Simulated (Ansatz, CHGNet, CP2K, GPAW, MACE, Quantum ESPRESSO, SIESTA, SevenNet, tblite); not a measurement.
# SIESTA runs on random packing of 77TeO2-23ZnO (mol %) (86 atoms)

How do the settings of SIESTA change the result for random packing of 77TeO2-23ZnO (mol %) (86 atoms)? A plane-wave run serves as the yardstick.

Calculated with SIESTA 5.4.2; the method is named at each step.

### Step 1. The structure

The cell holds 86 atoms: 24 Te, 55 O and 7 Zn. Cell: a = 10.894 Å, b = 10.894 Å, c = 10.894 Å, α = 90.0°, β = 90.0°, γ = 90.0°. 86 atoms (24 Te, 55 O, 7 Zn) packed at random in a cube at 5.65 g/cm³ and pushed apart as soft spheres, cations and anions kept from their own kind; a start for melting by ab initio MD, not an equilibrated structure. Then every atom was moved at random, 0.02 Å r.m.s. a Cartesian component.

The yardstick, on the same geometry:

| Quantity | Value |
| --- | --- |
| method | Kohn-Sham DFT, PBE, PAW, plane waves (Ansatz 0.2.0); cutoff 420 eV, Γ point, fermi-dirac smearing of 0.05 eV; PAW set soft_2 |
| r.m.s. force component | 1.614 eV/Å |
| longest force | 7.347 eV/Å |
| pressure | 5.357 GPa |
| SCF cycles | 16 |
| time | 35 s on 4 threads of Arm Neoverse V1, shared host |
| CPU time | 2.2 min |

### Step 2. PBE, DZP, shift 0.01 Ry, mesh 500 Ry

Method: Kohn-Sham DFT, PBE, PseudoDojo 0.4.1 norm-conserving pseudopotentials (converted to PSML), numerical atomic orbitals (DZP), diagonalisation.

The .psml files are PseudoDojo norm-conserving potentials that we converted to this format, checked against plane waves on the same files for H, C, O, Si, Ge and Ca alone.

input.fdf reads:

```
SystemLabel cell
NumberOfAtoms 86
NumberOfSpecies 3
%block ChemicalSpeciesLabel
  1 52 Te
  2 8 O
  3 30 Zn
%endblock ChemicalSpeciesLabel
LatticeConstant 1.0 Ang
%block LatticeVectors
  10.89410 0.00000 0.00000
  0.00000 10.89410 0.00000
  0.00000 0.00000 10.89410
%endblock LatticeVectors
PAO.BasisSize DZP
PAO.EnergyShift 0.01 Ry
XC.Functional GGA
XC.Authors PBE
MeshCutoff 500 Ry
%block kgrid_Monkhorst_Pack
  1 0 0 0.0
  0 1 0 0.0
  0 0 1 0.0
%endblock kgrid_Monkhorst_Pack
SolutionMethod diagon
OccupationFunction FD
ElectronicTemperature 580 K
SCF.Mixer.Method Pulay
SCF.Mixer.Weight 0.15
SCF.Mixer.History 8
SCF.Mix Hamiltonian
MaxSCFIterations 300
SCF.DM.Tolerance 1e-04
SCF.H.Tolerance 1.0e-3 eV
WriteForces T
Write.HirshfeldPop T
Write.VoronoiPop T
Write.DM F
Write.H F
XML.Write F
AtomicCoordinatesFormat Fractional
%block AtomicCoordinatesAndAtomicSpecies
  0.18250 0.92575 0.02781 1
  0.65123 0.49037 0.96611 1
  0.93159 0.95351 0.98237 1
  0.64153 0.84789 0.45729 1
  0.68170 0.41016 0.45014 1
  0.91053 0.60424 0.35000 1
  0.90912 0.42157 0.92333 1
  0.37176 0.10142 0.01476 1
  0.77785 0.17666 0.83812 1
  0.22434 0.09883 0.33951 1
  0.70973 0.16939 0.14681 1
  0.71653 0.99836 0.67440 1
  0.53150 0.77586 0.19516 1
  0.77355 0.95987 0.27268 1
  0.53353 0.12308 0.81823 1
  0.44644 0.97458 0.55892 1
  0.16002 0.30938 0.08218 1
  0.06449 0.77943 0.69226 1
  0.60136 0.42826 0.70505 1
  0.91214 0.33398 0.52896 1
  0.28597 0.58338 0.12398 1
  0.84485 0.58035 0.10306 1
  0.92368 0.71143 0.89479 1
  0.14360 0.31593 0.44240 1
  0.55998 0.16299 0.03500 2
  0.08465 0.98950 0.16306 2
  0.80691 0.75359 0.34845 2
  0.14140 0.10196 0.97924 2
  0.82577 0.57773 0.82450 2
  0.39197 0.13560 0.40669 2
  0.31525 0.25896 0.91358 2
  0.79575 0.25149 0.28812 2
  0.57928 0.10227 0.57772 2
  0.07229 0.24806 0.23161 2
  0.37857 0.10062 0.20846 2
  0.59838 0.41684 0.28212 2
  0.02044 0.95629 0.80396 2
  0.96700 0.17783 0.39454 2
  0.04397 0.45024 0.10917 2
  0.18177 0.68442 0.52524 2
  0.17164 0.62390 0.98128 2
  0.49026 0.56595 0.62377 2
  0.74294 0.35533 0.78983 2
  0.26379 0.82333 0.89940 2
  0.05029 0.49282 0.48484 2
  0.03368 0.59334 0.67524 2
  0.32927 0.86470 0.13527 2
  0.35269 0.46622 0.27988 2
  0.80913 0.99806 0.84780 2
  0.70874 0.81644 0.18344 2
  0.76522 0.53085 0.56032 2
  0.90500 0.92179 0.42972 2
  0.90470 0.42307 0.32695 2
  0.34155 0.85119 0.44850 2
  0.47510 0.42749 0.82920 2
  0.74434 0.26039 0.53816 2
[... 26 atom lines left out ...]
  0.02464 0.19752 0.89305 3
  0.46745 0.59706 0.83116 3
  0.25020 0.78812 0.26110 3
  0.49617 0.31751 0.06665 3
%endblock AtomicCoordinatesAndAtomicSpecies
```

Started as:

```bash
$ OMP_NUM_THREADS=1 mpirun -np 2 siesta < input.fdf > output.txt
```

What it wrote:

```text
Version         : 5.4.2
reinit: System Name:
reinit: System Label: cell
initatom: Reading input for the pseudopotentials and atomic orbitals ----------
Species number:   1 Atomic number:   52 Label: Te
Species number:   2 Atomic number:    8 Label: O
Species number:   3 Atomic number:   30 Label: Zn
Ground state valence configuration (from tables):   5s02  5p04  5d00  4f00
Ground state valence configuration (from tables):   2s02  2p04  3d00  4f00
Ground state valence configuration (from tables):   4s02  4p00  3d10  4f00
---- Processing specs for species: Te
GGA--PBE XC_GGA_X_PBE--XC_GGA_C_PBE pb
Semicore shell(s) with 10 electrons included in the valence for Te
---- Processing specs for species: O
GGA--PBE XC_GGA_X_PBE--XC_GGA_C_PBE pb
---- Processing specs for species: Zn
GGA--PBE XC_GGA_X_PBE--XC_GGA_C_PBE pb
Semicore shell(s) with  8 electrons included in the valence for Zn
Semicore shell(s): 4d
Fallback to non-perturbative polarization scheme for Te
Please see the manual if this is not desired in principle
Semicore shell(s): 3s 3p
Fallback to non-perturbative polarization scheme for Zn
Please see the manual if this is not desired in principle
Te pseudopotential only contains V_ls up to l=2 -- lmxkb reset.
O pseudopotential only contains V_ls up to l=2 -- lmxkb reset.
Zn pseudopotential only contains V_ls up to l=2 -- lmxkb reset.
Using PAO.SplitTailNorm
%block ChemicalSpeciesLabel
    1   52 Te                      # Species index, atomic number, species label
    2    8 O                       # Species index, atomic number, species label
    3   30 Zn                      # Species index, atomic number, species label
%endblock ChemicalSpeciesLabel
%block PAO.Basis                 # Define Basis set
Te                    4                    # Species label, number of l-shells
 n=5   0   2                         # n, l, Nzeta
   5.007      3.586
   1.000      1.000
 n=5   1   2                         # n, l, Nzeta
   6.342      4.603
[...]
n=4   2   1                         # n, l, Nzeta
   2.914
   1.000
[...]
6.342
[...]
O                     2                    # Species label, number of l-shells
[...]
n=2   1   2 P   1                   # n, l, Nzeta, Polarization, NzetaPol
[...]
Zn                    5                    # Species label, number of l-shells
[...]
n=4   1   1                         # n, l, Nzeta
   5.524
   1.000
 n=3   2   2                         # n, l, Nzeta
   3.525      2.132
   1.000      1.000
%endblock PAO.Basis
coor:   Atomic-coordinates input format  =     Fractional
siesta: System type = bulk
initatomlists: Number of atoms, orbitals, and projectors:     86  1280  1273
siesta: ******************** Simulation parameters ****************************
Total number of electrons:   854.000000
Total ionic charge:   854.000000
 Kpoints in:            1 . Kpoints trimmed:            1
siesta: k-grid: Number of k-points = 1
siesta: k-points from Monkhorst-Pack grid
siesta: k-cutoff (effective) =     5.447 Ang
siesta: k-point supercell and displacements
siesta: k-grid:     1     0     0      0.000
siesta: k-grid:     0     1     0      0.000
siesta: k-grid:     0     0     1      0.000
                     ====================================
                        Single-point calculation
                     ====================================
outcell: Unit cell vectors (Ang):
       10.894100    0.000000    0.000000
        0.000000   10.894100    0.000000
        0.000000    0.000000   10.894100
outcell: Cell vector modules (Ang)   :   10.894100   10.894100   10.894100
outcell: Cell angles (23,13,12) (deg):     90.0000     90.0000     90.0000
outcell: Cell volume (Ang**3)        :   1292.9272
Gamma-point calculation with multiply-connected orbital pairs
Gamma-point calculation with multiply-connected orbital pairs
Folding of H and S implicitly performed
Folding of H and S implicitly performed
new_DM -- step:     1
Initializing Density Matrix...
Attempting to read DM from file... Failed...
DM filled with atomic data:
InitMesh: MESH = 150 x 150 x 150 = 3375000
InitMesh: Mesh cutoff (required, used) =   500.000   523.964 Ry
stepf: Fermi-Dirac step function
        iscf     Eharris(eV)        E_KS(eV)     FreeEng(eV)     dDmax    Ef(eV) dHmax(eV)
   scf:    1  -114083.897007  -126645.965083  -126646.188979  1.913233 -1.599368221.084561
   scf:    2  -124443.241380  -130839.499426  -130839.918242  4.299732 -2.779949108.007353
   scf:    3  -130056.944473  -132152.772195  -132153.085694  3.163811 -3.539507 62.578827
   scf:    4  -132247.404716  -132591.243821  -132591.663507  1.402188 -3.766738 39.491824
   scf:    5  -132359.797103  -132655.255736  -132655.670158  1.470123 -3.927629 41.616392
[...]
scf:   98  -132821.541893  -132821.541895  -132822.223468  0.000050 -4.334646  0.001181
   scf:   99  -132821.541898  -132821.541897  -132822.223468  0.000031 -4.334651  0.000877
SCF Convergence by DM+H criterion
max |DM_out - DM_in|         :     0.0000309316
max |H_out - H_in|      (eV) :     0.0008772963
SCF cycle converged after 99 iterations
Using DM_out to compute the final energy and forces
siesta: E_KS(eV) =          -132821.5419
siesta: E_KS - E_eggbox =   -132821.5419
siesta: Atomic forces (eV/Ang):
     1    1.635568   -3.343242   -1.271187
     2   -2.944784    0.313677    1.013869
     3    0.787418    1.124185    0.354231
[...]
85   -1.033091    0.129684    3.517982
    86   -0.312782    2.216632    0.708700
----------------------------------------
   Tot    0.003625   -0.004096    0.017149
----------------------------------------
   Max    7.557595
   Res    1.731789    sqrt( Sum f_i^2 / 3N )
----------------------------------------
   Max    7.557595    constrained
Stress tensor Voigt[x,y,z,yz,xz,xy] (kbar):     -101.65      -95.53      -62.29      -18.20        6.81      -14.42
(Free)E + p*V (eV/cell)  -132752.4282
Target enthalpy (eV/cell)  -132822.2235
siesta: Program's energy decomposition (eV):
siesta: Ebs     =    -22125.723375
siesta: Eions   =    156224.141992
siesta: Ena     =     10189.760070
siesta: Ekin    =     71179.048054
siesta: Enl     =    -32090.492782
siesta: DEna    =       574.413405
siesta: DUscf   =        65.432849
siesta: Ex      =    -24991.924094
siesta: Ec      =     -1523.637407
siesta: Exc     =    -26515.561501
siesta: Eharris =   -132821.541898
siesta: Etot    =   -132821.541897
siesta: FreeEng =   -132822.223468
siesta: Final energy (eV):
siesta:  Band Struct. =  -22125.723375
siesta:       Kinetic =   71179.048054
siesta:       Hartree =   44175.924566
siesta:         Exch. =  -24991.924094
siesta:         Corr. =   -1523.637407
siesta:   Exch.-corr. =  -26515.561501
siesta:  Ion-electron = -160146.843241
siesta:       Ion-ion =  -61514.109775
siesta:         Total = -132821.541897
siesta:         Fermi =      -4.334651
siesta: Stress tensor (static) (eV/Ang**3):
siesta:    -0.063444   -0.008999    0.004253
siesta:    -0.008999   -0.059627   -0.011361
siesta:     0.004252   -0.011361   -0.038876
siesta: Cell volume =       1292.927201 Ang**3
siesta: Pressure (static):
siesta:                Solid            Molecule  Units
siesta:           0.00058794          0.00071742  Ry/Bohr**3
siesta:           0.05398237          0.06587049  eV/Ang**3
siesta:          86.48928648        105.53615376  kBar
    Orbital volume contribution        =          27.598624 eV
    (Free)E + p_basis*V_orbitals       =     -132794.624844 eV
    (Free)Eharris+ p_basis*V_orbitals  =     -132794.624845 eV
Hirshfeld Atomic Populations:
Atom #   charge [q] valence [e]  Species
     1     0.471991   15.528009  Te
     2     0.162813   15.837187  Te
     3     0.312600   15.687400  Te
[...]
25    -0.247630    6.247630  O
    26    -0.278708    6.278708  O
    27    -0.231433    6.231433  O
[...]
80     0.676254   19.323746  Zn
    81     0.751838   19.248162  Zn
    82     0.777977   19.222023  Zn
[...]
--------------------
 Total    -0.000044
Voronoi Atomic Populations:
Atom #   charge [q] valence [e]  Species
[...]
23     0.349867   15.650133  Te
    24     0.491290   15.508710  Te
[...]
78    -0.340371    6.340371  O
    79    -0.229306    6.229306  O
[...]
85     0.858982   19.141018  Zn
    86     0.869134   19.130866  Zn
--------------------
 Total    -0.000044
```

Elapsed: 12 min, on 2 MPI ranks of Arm Neoverse V1, shared host; peak memory 1.8 GiB; 24 min of CPU time.

Banners, paths, timers and routine set-up lines are dropped from the logs unmarked, and long logs keep their key lines alone; longer cuts are marked.

Numbers from this run, and their distance from the reference:

```
r.m.s. force component                  : 1.732 eV/Å
r.m.s. difference of force components   : 595.5 meV/Å
longest difference of force vectors     : 2137 meV/Å
force difference over r.m.s. force      : 36.9 %
slope of forces against the reference's : 1.008
correlation of force components         : 0.9391
pressure                                : 8.649 GPa
pressure difference                     : 3.292 GPa
```

This run lies far from the reference in forces at the same functional. Basis and potentials both differ; the latter hold 854 valence electrons against the reference's 798.

Length of the force difference by element (eV/Å):

```csv
element,atoms,mean,most
O,55,0.85,1.8
Te,24,1.2,2.1
Zn,7,0.33,0.64
```

Local excerpt of 9 atoms (numbers count through the whole input) about Zn80, one of the 7 Zn atoms; x, y, z are measured from there.

```csv
atom,x,y,z,distance (Å),Hirshfeld charge (e),Fx,Fy,Fz (eV/Å)
Zn80,0.00,0.00,0.00,0.00,0.68,-0.24,-0.39,-3.20
O76,-1.41,1.07,-0.52,1.84,-0.42,-0.88,1.11,-0.05
O50,-0.10,0.11,1.85,1.85,-0.24,0.56,-1.10,-1.69
O73,-1.65,-1.44,-0.57,2.26,-0.33,0.95,-1.36,1.08
Te23,2.24,-1.03,-1.30,2.78,0.25,0.27,-0.20,-1.54
Te3,2.32,1.61,-0.34,2.85,0.31,0.79,1.12,0.35
Te13,-2.03,-0.33,1.98,2.85,0.35,-3.55,-1.07,-0.10
O49,0.99,2.09,-1.81,2.94,-0.25,-0.74,-2.21,1.24
Te22,1.38,-2.46,0.97,2.98,0.26,2.33,3.50,4.05
```

Forces lie 37 % from the reference's, at 11 times its CPU time (on 2 against 4 cores); the SCF took 99 steps, which the time reflects.

(Continued in part 2 of 2.)

[Also dropped from logs without a mark: logging warnings of Python, and SIESTA's first energy breakdown and zero terms.]

[Logs are printed without paths, hosts, clocks, repeated set-up lines and the standing remarks that a program may print on its own settings, such as how far it seeks lower states.]

[Hosts, paths, dates, database ids (printed as entryN), source tags and the programs' standing remarks are cut or masked in the printed files.]
